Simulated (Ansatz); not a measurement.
# Work function of Pb(110): what the settings cost and change, part 2 of 2

How thick a slab and how much vacuum does the work function of Pb(110) need?

Ansatz 0.2.0; plane-wave DFT, PBE, Ansatz PAW.

So far, work function, upper face (eV): step 2 (run, setting 1 layer) 4.02; step 4 (slab, 3 atoms) 3.60; step 5 (run, 4 atoms) 3.48; step 6 (slab, 5 atoms) 3.66; step 7 (run, 6 atoms) 3.74.

## 8. Run, 8 atoms

System of this step: Pb(110). The cell holds 8 atoms: 8 Pb. Cell: a = 4.950 Å, b = 3.500 Å, c = 30.251 Å, α = 90.0°, β = 90.0°, γ = 90.0°. Vacuum lies along c.

input.yaml

```yaml
crystal:
  lattice:
    - [4.95, 0.0, 0.0]
    - [0.0, 3.5001785669, 0.0]
    - [0.0, 0.0, 30.2506249841]
  atoms:
    - { symbol: Pb, position: [0.5, 0.5, 0.2975145143] }
    - { symbol: Pb, position: [0.0, 0.0, 0.3553675102] }
    - { symbol: Pb, position: [0.5, 0.5, 0.4132205061] }
    - { symbol: Pb, position: [0.0, 0.0, 0.471073502] }
    - { symbol: Pb, position: [0.5, 0.5, 0.528926498] }
    - { symbol: Pb, position: [0.0, 0.0, 0.5867794939] }
    - { symbol: Pb, position: [0.5, 0.5, 0.6446324898] }
    - { symbol: Pb, position: [0.0, 0.0, 0.7024854857] }
kpoints:
  mp_grid: { grid: [8, 12, 1] }
hamiltonian:
  xc: pbe
scf:
  occupations: { method: fermi_dirac, width: 0.1 }
  convergence: { dr2_threshold: 1.0e-09 }
efield:
  axis: 3
  dipole_correction: true
  ramp_position: 0.97
  ramp_width: 0.06
output:
  write_potential: true
  write_density: true
  volumetric_format: npy
```

Started as:

```bash
$ ansatz run input.yaml --threads 2 --pin off --max-ram 3072MiB --backend cpu --events-out ev --progress --plain --runs-dir out
```

Numbers of over 12 decimals in the logs are rounded to 6 here.

The log of the run:

```text
[...]
Crystal: 8 atoms, lattice volume = 524.119 Å³
Basis set: ecut = 420 eV, 10243 PW (Γ)
Bands: 68, of which v1, the nominal top of the filled ones, is band 56 counted from 1 (55 counted from 0)
Symmetry: 4 space group operations
k-points: 35 of 96
[...]
k-point 0: bands = [... 52 lower, 1.7154, 2.4945, 2.9154, 2.9327, 3.9215, 4.3180, 4.4370, 5.3717, ... 8 higher]
  k-point 1: bands = [... 52 lower, 1.7788, 2.5264, 2.9844, 3.0190, 3.9488, 4.4101, 4.5070, 4.5737, ... 8 higher]
  k-point 2: bands = [... 52 lower, 2.0680, 2.5495, 2.9955, 3.2722, 3.3543, 3.8249, 3.9834, 4.6664, ... 8 higher]
  k-point 34: bands = [... 52 lower, 0.5782, 0.5782, 1.5173, 1.5173, 2.2712, 2.2712, 3.6160, 3.6160, ... 8 higher]
[key lines of the parts left out:]
SCF converged after 9 iterations
Free energy (F): -95250.546605 eV
Fermi energy:    3.160109 eV
Dipole field:    D = 0.000000 V/Å  (p = 0.000000 e·Å, saw-weighted, corrected)
Work function:   Φ+ = 3.5985 eV   Φ− = 3.5985 eV
```

Elapsed: 3.2 min, on 2 threads of Arm Neoverse N1, shared host; peak memory 1.5 GiB; 6.2 min of CPU time.

The work function is 3.598 eV, -0.137 eV from the run “6 layers”, at 1.7 times its CPU time.

## 9. Run, 10 atoms

System of this step: Pb(110). The cell holds 10 atoms: 10 Pb. Cell: a = 4.950 Å, b = 3.500 Å, c = 33.751 Å, α = 90.0°, β = 90.0°, γ = 90.0°. Vacuum lies along c.

input.yaml, the sections that differ from step 8:

```yaml
crystal:
  lattice:
    - [4.95, 0.0, 0.0]
    - [0.0, 3.5001785669, 0.0]
    - [0.0, 0.0, 33.7508035509]
  atoms:
    - { symbol: Pb, position: [0.5, 0.5, 0.2666603178] }
    - { symbol: Pb, position: [0.0, 0.0, 0.3185135805] }
    - { symbol: Pb, position: [0.5, 0.5, 0.3703668432] }
    - { symbol: Pb, position: [0.0, 0.0, 0.4222201059] }
    - { symbol: Pb, position: [0.5, 0.5, 0.4740733686] }
    - { symbol: Pb, position: [0.0, 0.0, 0.5259266314] }
    - { symbol: Pb, position: [0.5, 0.5, 0.5777798941] }
    - { symbol: Pb, position: [0.0, 0.0, 0.6296331568] }
    - { symbol: Pb, position: [0.5, 0.5, 0.6814864195] }
    - { symbol: Pb, position: [0.0, 0.0, 0.7333396822] }
# kpoints, hamiltonian, scf, efield, output: as in step 8
```

The log of the run:

```text
[...]
Crystal: 10 atoms, lattice volume = 584.763 Å³
Basis set: ecut = 420 eV, 11415 PW (Γ)
Bands: 84, of which v1, the nominal top of the filled ones, is band 70 counted from 1 (69 counted from 0)
Symmetry: 4 space group operations
k-points: 35 of 96
[...]
k-point 0: bands = [... 66 lower, 3.0631, 3.1557, 3.8413, 4.1622, 4.3333, 5.0777, 5.3147, 5.7653, ... 10 higher]
  k-point 1: bands = [... 66 lower, 3.1234, 3.1796, 3.9262, 4.2416, 4.3557, 5.1493, 5.3032, 5.4083, ... 10 higher]
  k-point 2: bands = [... 66 lower, 3.1788, 3.2220, 3.8913, 4.1749, 4.2432, 4.4955, 4.5005, 4.9838, ... 10 higher]
  k-point 34: bands = [... 66 lower, 1.6262, 1.6262, 2.3802, 2.3802, 2.9141, 2.9141, 3.9079, 3.9079, ... 10 higher]
[key lines of the parts left out:]
SCF converged after 8 iterations
Free energy (F): -119063.353336 eV
Fermi energy:    3.935448 eV
Dipole field:    D = 0.000000 V/Å  (p = 0.000000 e·Å, saw-weighted, corrected)
Work function:   Φ+ = 3.6563 eV   Φ− = 3.6563 eV
```

The job ended after 4.6 min (2 threads; peak memory 2 GiB; 9.1 min of CPU time).

The work function is 3.656 eV, +0.058 eV from the run “8 layers”, at 1.5 times its CPU time.

## 10. Run, 13 atoms

System of this step: Pb(110). The cell holds 13 atoms: 13 Pb. Its edges and angles: a = 4.950 Å, b = 3.500 Å, c = 39.001 Å, α = 90.0°, β = 90.0°, γ = 90.0°. Vacuum lies along c.

input.yaml, the sections that differ from step 9:

```yaml
crystal:
  lattice:
    - [4.95, 0.0, 0.0]
    - [0.0, 3.5001785669, 0.0]
    - [0.0, 0.0, 39.0010714012]
  atoms:
    - { symbol: Pb, position: [0.0, 0.0, 0.2307628913] }
    - { symbol: Pb, position: [0.5, 0.5, 0.2756357427] }
    - { symbol: Pb, position: [0.0, 0.0, 0.3205085942] }
    - { symbol: Pb, position: [0.5, 0.5, 0.3653814456] }
    - { symbol: Pb, position: [0.0, 0.0, 0.4102542971] }
    - { symbol: Pb, position: [0.5, 0.5, 0.4551271485] }
    - { symbol: Pb, position: [0.0, 0.0, 0.5] }
    - { symbol: Pb, position: [0.5, 0.5, 0.5448728515] }
    - { symbol: Pb, position: [0.0, 0.0, 0.5897457029] }
    - { symbol: Pb, position: [0.5, 0.5, 0.6346185544] }
    - { symbol: Pb, position: [0.0, 0.0, 0.6794914058] }
    - { symbol: Pb, position: [0.5, 0.5, 0.7243642573] }
    - { symbol: Pb, position: [0.0, 0.0, 0.7692371087] }
# kpoints, hamiltonian, scf, efield, output: as in step 9
```

The log of the run:

```text
[...]
Crystal: 13 atoms, lattice volume = 675.728 Å³
Basis set: ecut = 420 eV, 13185 PW (Γ)
Bands: 110, of which v1, the nominal top of the filled ones, is band 91 counted from 1 (90 counted from 0)
Symmetry: 4 space group operations
k-points: 35 of 96
[...]
k-point 0: bands = [... 87 lower, 4.4507, 4.4777, 4.5640, 5.3752, 5.4699, 5.5327, 6.3955, 6.4496, ... 15 higher]
  k-point 1: bands = [... 87 lower, 4.5016, 4.5386, 4.6332, 5.4538, 5.4920, 5.6158, 6.2052, 6.4357, ... 15 higher]
  k-point 2: bands = [... 87 lower, 4.4969, 4.6782, 4.7969, 4.8273, 5.1764, 5.4905, 5.5271, 5.6817, ... 15 higher]
  k-point 34: bands = [... 87 lower, 2.5340, 3.1189, 3.1520, 3.4891, 3.7224, 3.7493, 4.3526, 4.4666, ... 15 higher]
[key lines of the parts left out:]
SCF converged after 9 iterations
Free energy (F): -154782.580758 eV
Fermi energy:    4.894156 eV
Dipole field:    D = -0.000000 V/Å  (p = -0.000002 e·Å, saw-weighted, corrected)
Work function:   Φ+ = 3.6427 eV   Φ− = 3.6428 eV
```

It took 7.7 min on 2 threads; peak memory 2.8 GiB.

The work function is 3.643 eV, -0.014 eV from the run “10 layers”, at 1.7 times its CPU time.

## 11. Slab, 7 atoms

System of this step: Pb(110). The cell holds 7 atoms: 7 Pb. Cell: a = 4.950 Å, b = 3.500 Å, c = 20.501 Å, α = 90.0°, β = 90.0°, γ = 90.0°. Vacuum lies along c.

input.yaml, the sections that differ from step 10:

```yaml
crystal:
  lattice:
    - [4.95, 0.0, 0.0]
    - [0.0, 3.5001785669, 0.0]
    - [0.0, 0.0, 20.5005357006]
  atoms:
    - { symbol: Pb, position: [0.0, 0.0, 0.2438960656] }
    - { symbol: Pb, position: [0.5, 0.5, 0.3292640437] }
    - { symbol: Pb, position: [0.0, 0.0, 0.4146320219] }
    - { symbol: Pb, position: [0.5, 0.5, 0.5] }
    - { symbol: Pb, position: [0.0, 0.0, 0.5853679781] }
    - { symbol: Pb, position: [0.5, 0.5, 0.6707359563] }
    - { symbol: Pb, position: [0.0, 0.0, 0.7561039344] }
# kpoints, hamiltonian, scf, efield, output: as in step 10
```

The log of the run:

```text
[...]
Crystal: 7 atoms, lattice volume = 355.190 Å³
Basis set: ecut = 420 eV, 6919 PW (Γ)
Bands: 59, of which v1, the nominal top of the filled ones, is band 49 counted from 1 (48 counted from 0)
Symmetry: 4 space group operations
k-points: 35 of 96
[...]
k-point 0: bands = [... 45 lower, 3.7468, 4.0713, 4.6978, 5.1736, 5.6119, 6.1713, 7.0418, 7.3695, ... 6 higher]
  k-point 1: bands = [... 45 lower, 3.7721, 4.1653, 4.7697, 5.1964, 5.6909, 6.2645, 6.5678, 7.0678, ... 6 higher]
  k-point 2: bands = [... 45 lower, 3.7786, 4.4430, 4.8467, 5.1594, 5.3344, 5.9201, 5.9751, 6.5629, ... 6 higher]
  k-point 34: bands = [... 45 lower, 1.8991, 2.8535, 2.9258, 3.6814, 4.2689, 4.4013, 5.4992, 5.7055, ... 6 higher]
[key lines of the parts left out:]
SCF converged after 9 iterations
Free energy (F): -83344.104363 eV
Fermi energy:    5.078308 eV
Dipole field:    D = -0.000000 V/Å  (p = -0.000000 e·Å, saw-weighted, corrected)
Work function:   Φ+ = 3.6937 eV (in doubt: plateau slope 4.1e-2 eV/Å)   Φ− = 3.6958 eV (in doubt: plateau slope 3.0e-2 eV/Å)
```

The job ended after 94 s (2 threads; peak memory 1 GiB).

The work function is 3.694 eV. The program marks this work function as in doubt.

## 12. Run, 7 atoms

The cell differs from the one that the last finished run ended in (c 20.501 → 24.501 Å).

input.yaml, the sections that differ from step 11:

```yaml
crystal:
  lattice:
    - [4.95, 0.0, 0.0]
    - [0.0, 3.5001785669, 0.0]
    - [0.0, 0.0, 24.5005357006]
  atoms:
    - { symbol: Pb, position: [0.0, 0.0, 0.2857080386] }
    - { symbol: Pb, position: [0.5, 0.5, 0.3571386924] }
    - { symbol: Pb, position: [0.0, 0.0, 0.4285693462] }
    - { symbol: Pb, position: [0.5, 0.5, 0.5] }
    - { symbol: Pb, position: [0.0, 0.0, 0.5714306538] }
    - { symbol: Pb, position: [0.5, 0.5, 0.6428613076] }
    - { symbol: Pb, position: [0.0, 0.0, 0.7142919614] }
# kpoints, hamiltonian, scf, efield, output: as in step 11
```

The log of the run:

```text
[...]
Crystal: 7 atoms, lattice volume = 424.493 Å³
Basis set: ecut = 420 eV, 8291 PW (Γ)
Bands: 59, of which v1, the nominal top of the filled ones, is band 49 counted from 1 (48 counted from 0)
Symmetry: 4 space group operations
k-points: 35 of 96
[...]
k-point 0: bands = [... 45 lower, 2.3141, 2.6384, 3.2687, 3.7385, 4.1790, 4.7276, 5.6374, 5.9366, ... 6 higher]
  k-point 1: bands = [... 45 lower, 2.3394, 2.7324, 3.3405, 3.7614, 4.2580, 4.8207, 5.1349, 5.6615, ... 6 higher]
  k-point 2: bands = [... 45 lower, 2.3458, 3.0101, 3.4160, 3.7250, 3.9026, 4.4871, 4.5409, 5.1201, ... 6 higher]
  k-point 34: bands = [... 45 lower, 0.4662, 1.4206, 1.4929, 2.2485, 2.8360, 2.9684, 4.0663, 4.2722, ... 6 higher]
[key lines of the parts left out:]
SCF converged after 8 iterations
Free energy (F): -83344.104281 eV
Fermi energy:    3.645275 eV
Dipole field:    D = -0.000001 V/Å  (p = -0.000002 e·Å, saw-weighted, corrected)
Work function:   Φ+ = 3.7002 eV   Φ− = 3.7002 eV
```

It took 1.9 min on 2 threads; peak memory 1.2 GiB.

The work function is 3.700 eV, +0.006 eV from the run “7 layers, 10 Å of vacuum”, at 1.2 times its CPU time.

## 13. Slab, 7 atoms (run 2)

The cell differs from the one that the last finished run ended in (c 24.501 → 36.501 Å).

input.yaml, the sections that differ from step 12:

```yaml
crystal:
  lattice:
    - [4.95, 0.0, 0.0]
    - [0.0, 3.5001785669, 0.0]
    - [0.0, 0.0, 36.5005357006]
  atoms:
    - { symbol: Pb, position: [0.0, 0.0, 0.3561591563] }
    - { symbol: Pb, position: [0.5, 0.5, 0.4041061042] }
    - { symbol: Pb, position: [0.0, 0.0, 0.4520530521] }
    - { symbol: Pb, position: [0.5, 0.5, 0.5] }
    - { symbol: Pb, position: [0.0, 0.0, 0.5479469479] }
    - { symbol: Pb, position: [0.5, 0.5, 0.5958938958] }
    - { symbol: Pb, position: [0.0, 0.0, 0.6438408437] }
# kpoints, hamiltonian, scf, efield, output: as in step 12
```

The log of the run:

```text
[...]
Crystal: 7 atoms, lattice volume = 632.404 Å³
Basis set: ecut = 420 eV, 12347 PW (Γ)
Bands: 59, of which v1, the nominal top of the filled ones, is band 49 counted from 1 (48 counted from 0)
Symmetry: 4 space group operations
k-points: 35 of 96
[...]
k-point 0: bands = [... 45 lower, -0.1008, 0.2234, 0.8538, 1.3235, 1.7640, 2.3121, 3.2247, 3.5216, ... 6 higher]
  k-point 1: bands = [... 45 lower, -0.0756, 0.3175, 0.9256, 1.3464, 1.8430, 2.4052, 2.7199, 3.2486, ... 6 higher]
  k-point 2: bands = [... 45 lower, -0.0691, 0.5951, 1.0011, 1.3100, 1.4876, 2.0722, 2.1258, 2.7046, ... 6 higher]
  k-point 34: bands = [... 45 lower, -1.9487, -0.9944, -0.9220, -0.1665, 0.4210, 0.5534, 1.6513, 1.8573, ... 6 higher]
[key lines of the parts left out:]
SCF converged after 9 iterations
Free energy (F): -83344.104254 eV
Fermi energy:    1.230295 eV
Dipole field:    D = 0.000000 V/Å  (p = 0.000000 e·Å, saw-weighted, corrected)
Work function:   Φ+ = 3.7003 eV   Φ− = 3.7003 eV
```

It took 3 min on 2 threads; peak memory 1.6 GiB; 6 min of CPU time.

The work function is 3.700 eV, +0.000 eV from the run “7 layers, 14 Å of vacuum”, at 1.6 times its CPU time.

## 14. Side by side

Times are for 2 threads of Arm Neoverse N1, shared host. The runs compared:

```
no.                   setting  work function, upper face (eV)     time  memory (GiB)
  1                   1 layer                           4.016     16 s          0.48
  2                  2 layers                           3.886     26 s          0.56
  3                  3 layers                           3.601     39 s          0.67
  4                  4 layers                           3.481     58 s          0.80
  5                  5 layers                           3.662     84 s          0.94
  6                  6 layers                           3.735  1.8 min           1.1
  7                  8 layers                           3.598  3.2 min           1.5
  8                 10 layers                           3.656  4.6 min           2.0
  9                 13 layers                           3.643  7.7 min           2.8
 10  7 layers, 10 Å of vacuum                           3.694     94 s           1.0
 11  7 layers, 14 Å of vacuum                           3.700  1.9 min           1.2
 12  7 layers, 26 Å of vacuum                           3.700    3 min           1.6
```

## 15. The same run with other settings

System of this step: Pb(110) monolayer. The cell holds 1 atom: 1 Pb. Cell: a = 4.950 Å, b = 3.500 Å, c = 18.000 Å, α = 90.0°, β = 90.0°, γ = 90.0°. Vacuum lies along c.

An input spoilt on purpose, to show how the run answers: it repeats the earlier run “1 layer” with efield.amplitude to 0 and efield.dipole_correction from true to false, and scf.max_iter set to 60; its output block differs too.

input.yaml, the sections that differ from step 13:

```yaml
crystal:
  lattice:
    - [4.95, 0.0, 0.0]
    - [0.0, 3.5001785669, 0.0]
    - [0.0, 0.0, 18.0]
  atoms:
    - { symbol: Pb, position: [0.5, 0.5, 0.5] }
scf:
  occupations: { method: fermi_dirac, width: 0.1 }
  convergence: { dr2_threshold: 1.0e-09 }
  max_iter: 60
efield:
  axis: 3
  dipole_correction: false
  ramp_position: 0.97
  ramp_width: 0.06
  amplitude: 0
# kpoints, hamiltonian, output: as in step 13
```

The log of the run:

```text
Error: invalid value for `efield.amplitude`: is zero with dipole_correction: false — the section would apply nothing; set a non-zero amplitude, enable dipole_correction, or remove the block
```

Wall time 0.04 s (2 threads); peak memory 0.03 GiB.

The input was rejected at the start.

The program's message: “Error: invalid value for `efield.amplitude`: is zero with dipole_correction: false — the section would apply nothing; set a non-zero amplitude, enable dipole_correction, or remove the block”

The fault put into the input: a field block that applies nothing.

## 16. What came out

```json
{
 "work function, 1 layer": "4.016 eV",
 "work function, 4 layers": "3.481 eV",
 "work function, 6 layers": "3.735 eV",
 "work function, 13 layers": "3.643 eV"
}
```

What this shows: The thickest slab gives 3.64 eV, and the settings tried spread the value from 3.48 to 4.02 eV. At 18 Å of vacuum, the slabs from 8 layers on stay within 0.05 eV of the thickest. Beyond two layers the value swings up and down with thickness, as is usual where quantum-well states cross the Fermi level; the levels were not examined here. Going from 10 to 26 Å of vacuum moves it by 0.007 eV. The program marks the value as in doubt in “7 layers, 10 Å of vacuum”. The ladder's slabs use the tabulated experimental lattice constant (two decimals; a low-temperature value for the alkali metals). In 1 run of the series (7 layers, 10 Å of vacuum) the program warns that electrons reach the sawtooth's ramp, which makes dipole and work function less sure.

[Logs are printed without paths, hosts, clocks, repeated set-up lines and the standing remarks that a program may print on its own settings, such as how far it seeks lower states.]

[Hosts, paths, dates, database ids (printed as entryN), source tags and the programs' standing remarks are cut or masked in the printed files.]

[Maps of the electrostatic potential energy from Ansatz leave out the sawtooth potential of an applied field or a dipole correction, so their vacuum need not be flat; planar profiles and work functions include it.]
